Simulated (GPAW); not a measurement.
# The basis that the transmission of O2 in line between two Sn chains needs

How well does O2 in line between two Sn chains conduct at low bias, and how far do basis and functional move the answer?

Main program and level: GPAW 26.7.0; GPAW LCAO, PAW setups; Landauer transmission from Green's functions with principal layers (ASE), zero bias.

Report form: the programs' logs are mostly left out.

## (1) Starting point

The cell holds 12 atoms: 10 Sn and 2 O. Cell: a = 9.000 Å, b = 9.000 Å, c = 29.754 Å, α = 90.0°, β = 90.0°, γ = 90.0°. Regions: left lead, 5 atoms (5 Sn); channel, 2 atoms (2 O); right lead, 5 atoms (5 Sn). Vacuum lies along a and b. The structure is stacked along c, and the current runs across the ab planes.

## (2) GPAW, dzp

Localised orbitals split the wire into layers that couple to their neighbours alone, which is what the Green's function method needs; double zeta with polarisation is the usual level for numbers.

run.py

```python
import json
import numpy as np
from ase import Atoms
from ase.transport.calculators import TransportCalculator
from gpaw import GPAW, FermiDirac
from gpaw.lcao.tools import get_lcao_hamiltonian
from scipy.linalg import eigh

# The junction with lead layers at both ends, along the third cell vector
device = Atoms(
    ['Sn', 'Sn', 'Sn', 'Sn', 'Sn', 'O', 'O', 'Sn', 'Sn', 'Sn', 'Sn', 'Sn'],
    positions=[
        [4.50000, 4.50000, 1.37500],
        [4.50000, 4.50000, 4.12500],
        [4.50000, 4.50000, 6.87500],
        [4.50000, 4.50000, 9.62500],
        [4.50000, 4.50000, 12.37500],
        [4.50000, 4.50000, 14.22680],
        [4.50000, 4.50000, 15.52680],
        [4.50000, 4.50000, 17.37860],
        [4.50000, 4.50000, 20.12860],
        [4.50000, 4.50000, 22.87860],
        [4.50000, 4.50000, 25.62860],
        [4.50000, 4.50000, 28.37860]],
    cell=[[9.0, 0.0, 0.0], [0.0, 9.0, 0.0], [0.0, 0.0, 29.7536]],
    pbc=True)

# One principal layer of the lead: the first 3 atoms of the device
lead = Atoms(
    ['Sn', 'Sn', 'Sn'],
    positions=[
        [4.50000, 4.50000, 1.37500],
        [4.50000, 4.50000, 4.12500],
        [4.50000, 4.50000, 6.87500]],
    cell=[[9.0, 0.0, 0.0], [0.0, 9.0, 0.0], [0.0, 0.0, 8.25]],
    pbc=True)

settings = dict(mode='lcao', basis='dzp', xc='PBE', h=0.18,
                occupations=FermiDirac(0.1), maxiter=250,
                mixer=dict(beta=0.1, nmaxold=8, weight=100.0),
                convergence=dict(density=0.0001))
energies = np.arange(-3, 3 + 1e-9, 0.075)
eta = 0.0001
n1, n2 = 1, 1
# k and -k transmit alike, so half of the mesh across the current serves
mesh = [(i, j) for i in range(n1) for j in range(n2) if (i, j) <= (-i % n1, -j % n2)]
weights = np.array([1 if (i, j) == (-i % n1, -j % n2) else 2 for i, j in mesh]) / (n1 * n2)

# [... helper functions left out ...]
fermi_lead = ground_state(lead, (1, 1, 14), 'lead.txt')
fermi_device = ground_state(device, (1, 1, 3), 'device.txt')
# [... loop over the mesh left out, but for ...]
        # Shift the lead onto the potential of the device's first layer
        shift = ((H[:, 0, 0] - H0[:, 0, 0]) / S0[0, 0]).real.mean()
# [...]
kT = 8.617333e-5 * 500
bias = [0.1, 0.2, 0.5, 1.0, 1.5, 2.0]
# [... integrals and printing left out ...]
```

The run is started by

```console
> OMP_NUM_THREADS=1 OPENBLAS_NUM_THREADS=1 python run.py
```

Wall time 60 s (1 thread of Arm Neoverse V1, shared host); peak memory 1.4 GiB.

This step gave:

```
conductance                                    : 1.249 G₀
largest coupling past the next principal layer : 3.84e-7 eV
largest misfit of the first principal layer    : 0.04991 eV
shift that aligns the lead                     : 0.02765 eV
basis functions of the junction                : 256
basis functions of a principal layer           : 69
transmission at the Fermi level (one spin)     : 1.258
```

One spin. The transmission, zone mean by energy, zero at the Fermi level:

energy (eV), transmission, zone mean and a bar:
```
    -3.00       0.00 
    -2.85       0.00 
    -2.70       0.00 
    -2.55       0.04 #
    -2.33       0.09 ##
    -2.17       0.11 ###
    -2.02       0.12 ###
    -1.88       0.14 ###
    -1.73       0.15 ####
    -1.57       0.16 ####
    -1.35       0.18 ####
    -1.20       0.19 #####
    -1.05       0.20 #####
    -0.90       0.21 #####
    -0.75       0.35 ########
    -0.60       0.62 ###############
    -0.38       0.99 ########################
    -0.23       1.17 ############################
    -0.07       1.25 ##############################
     0.00       1.26 ##############################
     0.07       1.25 ##############################
     0.23       1.21 #############################
     0.38       1.15 ###########################
     0.60       1.07 #########################
     0.75       1.02 ########################
     0.90       1.00 ########################
     1.05       0.98 #######################
     1.20       0.98 #######################
     1.35       0.97 #######################
     1.57       0.96 #######################
     1.73       0.95 #######################
     1.88       0.94 ######################
     2.02       0.92 ######################
     2.17       0.91 ######################
     2.33       0.89 #####################
     2.55       0.85 ####################
     2.70       0.82 ###################
     2.85       0.76 ##################
     3.00       0.67 ################
```

Not self-consistent under bias; the bias window is split evenly. The current through one cell, from the zero-bias transmission by bias:

```csv
bias (V),"current through one cell, from the zero-bias transmission (μA)"
0.100,9.67
0.200,19.3
0.500,47.3
1.000,88.4
1.500,120
2.000,144
```

The transmission of the three most open eigenchannels by energy, zero at the Fermi level:

```csv
energy (eV),channel 1,channel 2,channel 3
-3.00,1.5e-8,0,0
-2.77,5.8e-9,0,0
-2.55,0.0400,0,0
-2.40,0.0735,0,0
-2.17,0.107,0,0
-1.95,0.131,0,0
-1.73,0.151,0,0
-1.57,0.163,0,0
-1.35,0.181,0,0
-1.12,0.198,0,0
-0.90,0.214,3.3e-12,3.3e-12
-0.75,0.225,0.0606,0.0606
-0.53,0.252,0.252,0.241
-0.30,0.417,0.417,0.256
-0.07,0.489,0.489,0.270
0.00,0.492,0.492,0.275
0.07,0.487,0.487,0.279
0.30,0.446,0.446,0.292
0.53,0.394,0.394,0.304
0.75,0.354,0.354,0.316
0.90,0.336,0.336,0.325
1.12,0.337,0.321,0.321
1.35,0.350,0.311,0.311
1.57,0.364,0.300,0.300
1.73,0.375,0.289,0.289
1.95,0.391,0.270,0.270
2.17,0.408,0.249,0.249
2.40,0.427,0.225,0.225
2.55,0.440,0.207,0.207
2.77,0.461,0.166,0.166
3.00,0.481,0.0965,0.0965
```

Couplings past the next layer reach 3.8e-7 eV, small enough to drop; the matrix elements of the cell's first layer differ from the bulk lead's by up to 0.050 eV. That layer keeps its own values in the calculation, and only beyond it is the lead taken as perfect. The Fermi levels of lead and junction count from different zeros of potential, one for each periodic cell; with both set to zero, the small remaining shift is what aligns them. By hand: G = 1.249 × 77.48 μS = 96.7 μS, a resistance of 10.3 kΩ; at 0.1 V a linear junction would pass 9.67 μA, and the integral over the bias window gives 9.67 μA.

## (3) GPAW, szp: basis = "szp(dzp)"

One radial function a shell plus polarisation makes the matrices smaller; the question is what that costs.

run.py: that of step 2 with these lines changed.

```diff
@@ -37,3 +37,3 @@
 
-settings = dict(mode='lcao', basis='dzp', xc='PBE', h=0.18,
+settings = dict(mode='lcao', basis='szp(dzp)', xc='PBE', h=0.18,
                 occupations=FermiDirac(0.1), maxiter=250,
```

Elapsed: 50 s, on 1 thread; peak memory 1.4 GiB.

Numbers from this step:

- conductance: 1.272 G₀
- largest coupling past the next principal layer: 3.63e-7 eV
- largest misfit of the first principal layer: 0.04625 eV
- shift that aligns the lead: 0.02625 eV
- basis functions of the junction: 158
- basis functions of a principal layer: 42
- transmission at the Fermi level (one spin): 1.281

One spin. Table of transmission, zone mean by energy, zero at the Fermi level:

```
energy (eV)  transmission, zone mean
      -3.00                   2.9e-9
      -2.77                   2.2e-9
      -2.55                   0.0210
      -2.40                   0.0563
      -2.17                   0.0941
      -1.95                    0.122
      -1.73                    0.146
      -1.57                    0.160
      -1.35                    0.179
      -1.12                    0.198
      -0.90                    0.216
      -0.75                    0.315
      -0.53                    0.739
      -0.30                     1.10
      -0.07                     1.27
       0.00                     1.28
       0.07                     1.28
       0.30                     1.22
       0.53                     1.13
       0.75                     1.06
       0.90                     1.03
       1.12                     1.00
       1.35                    0.996
       1.57                    0.988
       1.73                    0.978
       1.95                    0.956
       2.17                    0.932
       2.40                    0.909
       2.55                    0.889
       2.77                    0.833
       3.00                    0.710
```

Not self-consistent under bias; the bias window is split evenly. Table of current through one cell, from the zero-bias transmission by bias:

```csv
bias (V),"current through one cell, from the zero-bias transmission (μA)"
0.100,9.84
0.200,19.6
0.500,48.2
1.000,90.2
1.500,122
2.000,147
```

Transmission of the three most open eigenchannels against energy, zero at the Fermi level:

```csv
energy (eV),channel 1,channel 2,channel 3
-3.00,2.9e-9,0,0
-2.77,2.2e-9,0,0
-2.55,0.0210,0,0
-2.40,0.0563,0,0
-2.17,0.0941,0,0
-1.95,0.122,0,0
-1.73,0.146,0,0
-1.57,0.160,0,0
-1.35,0.179,0,0
-1.12,0.198,0,0
-0.90,0.216,1.4e-12,1.4e-12
-0.75,0.227,0.0439,0.0439
-0.53,0.248,0.248,0.244
-0.30,0.421,0.421,0.259
-0.07,0.496,0.496,0.274
0.00,0.501,0.501,0.279
0.07,0.498,0.498,0.284
0.30,0.462,0.462,0.298
0.53,0.410,0.410,0.312
0.75,0.366,0.366,0.325
0.90,0.346,0.346,0.335
1.12,0.349,0.327,0.327
1.35,0.363,0.316,0.316
1.57,0.379,0.305,0.305
1.73,0.389,0.294,0.294
1.95,0.407,0.275,0.275
2.17,0.425,0.253,0.253
2.40,0.446,0.232,0.232
2.55,0.460,0.215,0.215
2.77,0.482,0.175,0.175
3.00,0.506,0.102,0.102
```

The conductance, 1.27 G₀, lies 1.8 % above that of the dzp run.

## (4) GPAW, sz: basis = "sz(dzp)"

One function for each valence shell of the setup, as for a first survey of a large system.

run.py: that of step 3 with these lines changed.

```diff
@@ -37,3 +37,3 @@
 
-settings = dict(mode='lcao', basis='szp(dzp)', xc='PBE', h=0.18,
+settings = dict(mode='lcao', basis='sz(dzp)', xc='PBE', h=0.18,
                 occupations=FermiDirac(0.1), maxiter=250,
```

Elapsed: 39 s, on 1 thread; peak memory 1.3 GiB.

Numbers from this step:

| Item | Value |
| --- | --- |
| conductance | 1.458 G₀ |
| largest coupling past the next principal layer | 4.07e-7 eV |
| largest misfit of the first principal layer | 0.06244 eV |
| shift that aligns the lead | 0.06169 eV |
| basis functions of the junction | 98 |
| basis functions of a principal layer | 27 |
| transmission at the Fermi level (one spin) | 1.462 |

One spin. Table of transmission, zone mean by energy, zero at the Fermi level:

| energy (eV) | transmission, zone mean |
| --- | --- |
| -3.0000 | 2.4e-8 |
| -2.7750 | 1.1e-8 |
| -2.4750 | 0.0699 |
| -2.2500 | 0.105 |
| -2.0250 | 0.129 |
| -1.7250 | 0.153 |
| -1.5000 | 0.169 |
| -1.2750 | 0.184 |
| -0.9750 | 0.205 |
| -0.7500 | 0.624 |
| -0.5250 | 0.929 |
| -0.2250 | 1.40 |
| 0.0000 | 1.46 |
| 0.0750 | 1.47 |
| 0.2250 | 1.46 |
| 0.5250 | 1.37 |
| 0.7500 | 1.26 |
| 0.9750 | 1.17 |
| 1.2750 | 1.11 |
| 1.5000 | 1.08 |
| 1.7250 | 1.03 |
| 2.0250 | 0.941 |
| 2.2500 | 0.876 |
| 2.4750 | 0.827 |
| 2.7750 | 0.759 |
| 3.0000 | 0.659 |

The conductance, 1.46 G₀, lies 17 % above that of the dzp run.

## (5) revPBE in the dzp basis: xc = "revPBE"

Back in the dzp basis, the functional changes from PBE to revPBE, to set the spread between functionals beside that between bases.

run.py: that of step 4 with these lines changed.

```diff
@@ -37,3 +37,3 @@
 
-settings = dict(mode='lcao', basis='sz(dzp)', xc='PBE', h=0.18,
+settings = dict(mode='lcao', basis='dzp', xc='revPBE', h=0.18,
                 occupations=FermiDirac(0.1), maxiter=250,
```

Elapsed: 65 s, on 1 thread; peak memory 1.4 GiB.

This step gave:

```yaml
conductance: 1.238 G₀
largest_coupling_past_the_next_principal_layer: 3.82e-7 eV
largest_misfit_of_the_first_principal_layer: 0.05183 eV
shift_that_aligns_the_lead: 0.02969 eV
basis_functions_of_the_junction: 256
basis_functions_of_a_principal_layer: 69
transmission_at_the_fermi_level_one_spin: 1.247
```

One spin. Transmission, zone mean against energy, zero at the Fermi level:

energy (eV), transmission, zone mean and a bar:
```
    -3.00       0.00 
    -2.85       0.00 
    -2.70       0.00 
    -2.55       0.04 #
    -2.33       0.09 ##
    -2.17       0.11 ###
    -2.02       0.13 ###
    -1.88       0.14 ###
    -1.73       0.15 ####
    -1.57       0.17 ####
    -1.35       0.18 ####
    -1.20       0.19 #####
    -1.05       0.20 #####
    -0.90       0.21 #####
    -0.75       0.35 ########
    -0.60       0.61 ###############
    -0.38       0.99 ########################
    -0.23       1.16 ############################
    -0.07       1.24 ##############################
     0.00       1.25 ##############################
     0.07       1.24 ##############################
     0.23       1.20 #############################
     0.38       1.14 ###########################
     0.60       1.06 #########################
     0.75       1.02 ########################
     0.90       0.99 ########################
     1.05       0.98 #######################
     1.20       0.97 #######################
     1.35       0.97 #######################
     1.57       0.96 #######################
     1.73       0.95 #######################
     1.88       0.93 ######################
     2.02       0.92 ######################
     2.17       0.90 ######################
     2.33       0.88 #####################
     2.55       0.85 ####################
     2.70       0.82 ####################
     2.85       0.76 ##################
     3.00       0.68 ################
```

The conductance, 1.24 G₀, lies 0.8 % below that of the dzp run.

## (6) The ladder

Times are for 1 thread of Arm Neoverse V1, shared host. The series side by side:

```
no.         run  conductance (G₀)  time  memory (GiB)
  1         dzp             1.249  60 s           1.4
  2         szp             1.272  50 s           1.4
  3          sz             1.458  39 s           1.3
  4  dzp revPBE             1.238  65 s           1.4
```

## (7) Comparison

The curves are compared point by point over the common energies.

This step: comparison of transmission and cost over codes and levels (GPAW 26.7.0).

Ladder, by row:

```
      step  code  T at the Fermi level (sum over the listed spins)  conductance (G0)  r.m.s. T(E) from the first  wall time (s)  peak memory (GiB)  threads
       dzp  GPAW                                             1.258             1.249                           0          59.71               1.43        1
       szp  GPAW                                             1.281             1.272                     0.02332          50.34               1.41        1
        sz  GPAW                                             1.462             1.458                      0.1351          39.36               1.31        1
dzp-revPBE  GPAW                                             1.247             1.238                    0.005158          64.61               1.43        1
```

Transmission, zone mean, sum over the listed spins against energy, zero at the Fermi level:

```
energy (eV)     dzp     szp      sz  dzp-revPBE
     -3.000  1.5e-8  2.9e-9  2.4e-8      2.4e-8
     -2.475  0.0584  0.0401  0.0699      0.0610
     -2.025   0.124   0.114   0.129       0.126
     -1.500   0.169   0.166   0.169       0.171
     -0.975   0.209   0.210   0.205       0.209
     -0.525   0.744   0.739   0.929       0.740
      0.000    1.26    1.28    1.46        1.25
      0.075    1.25    1.28    1.47        1.24
      0.525    1.09    1.13    1.37        1.08
      0.975   0.989    1.02    1.17       0.982
      1.500   0.968   0.991    1.08       0.961
      2.025   0.922   0.948   0.941       0.917
      2.475   0.867   0.900   0.827       0.863
      3.000   0.674   0.710   0.659       0.675
```

## (8) Mixing 0.15

Mixing changes the road to self-consistency, not its end. The mixing history changes the road to self-consistency, not its end.

This step: GPAW LCAO, PAW setups; Landauer transmission from Green's functions with principal layers (ASE), zero bias (GPAW 26.7.0).

run.py: that of step 5 with these lines changed.

```diff
@@ -37,5 +37,5 @@
 
-settings = dict(mode='lcao', basis='dzp', xc='revPBE', h=0.18,
+settings = dict(mode='lcao', basis='dzp', xc='PBE', h=0.18,
                 occupations=FermiDirac(0.1), maxiter=250,
-                mixer=dict(beta=0.1, nmaxold=8, weight=100.0),
+                mixer=dict(beta=0.15, nmaxold=3, weight=100.0),
                 convergence=dict(density=0.0001))
```

The job ended after 90 s (1 thread; peak memory 1.2 GiB).

This step gave:

```
conductance                                    : 1.248 G₀
largest coupling past the next principal layer : 3.84e-7 eV
largest misfit of the first principal layer    : 0.05123 eV
shift that aligns the lead                     : 0.02748 eV
transmission at the Fermi level (one spin)     : 1.258
```

(Continued in part 2 of 2.)

[Logs are printed without paths, hosts, clocks, repeated set-up lines and the standing remarks that a program may print on its own settings, such as how far it seeks lower states.]

[Hosts, paths, dates, database ids (printed as entryN), source tags and the programs' standing remarks are cut or masked in the printed files.]
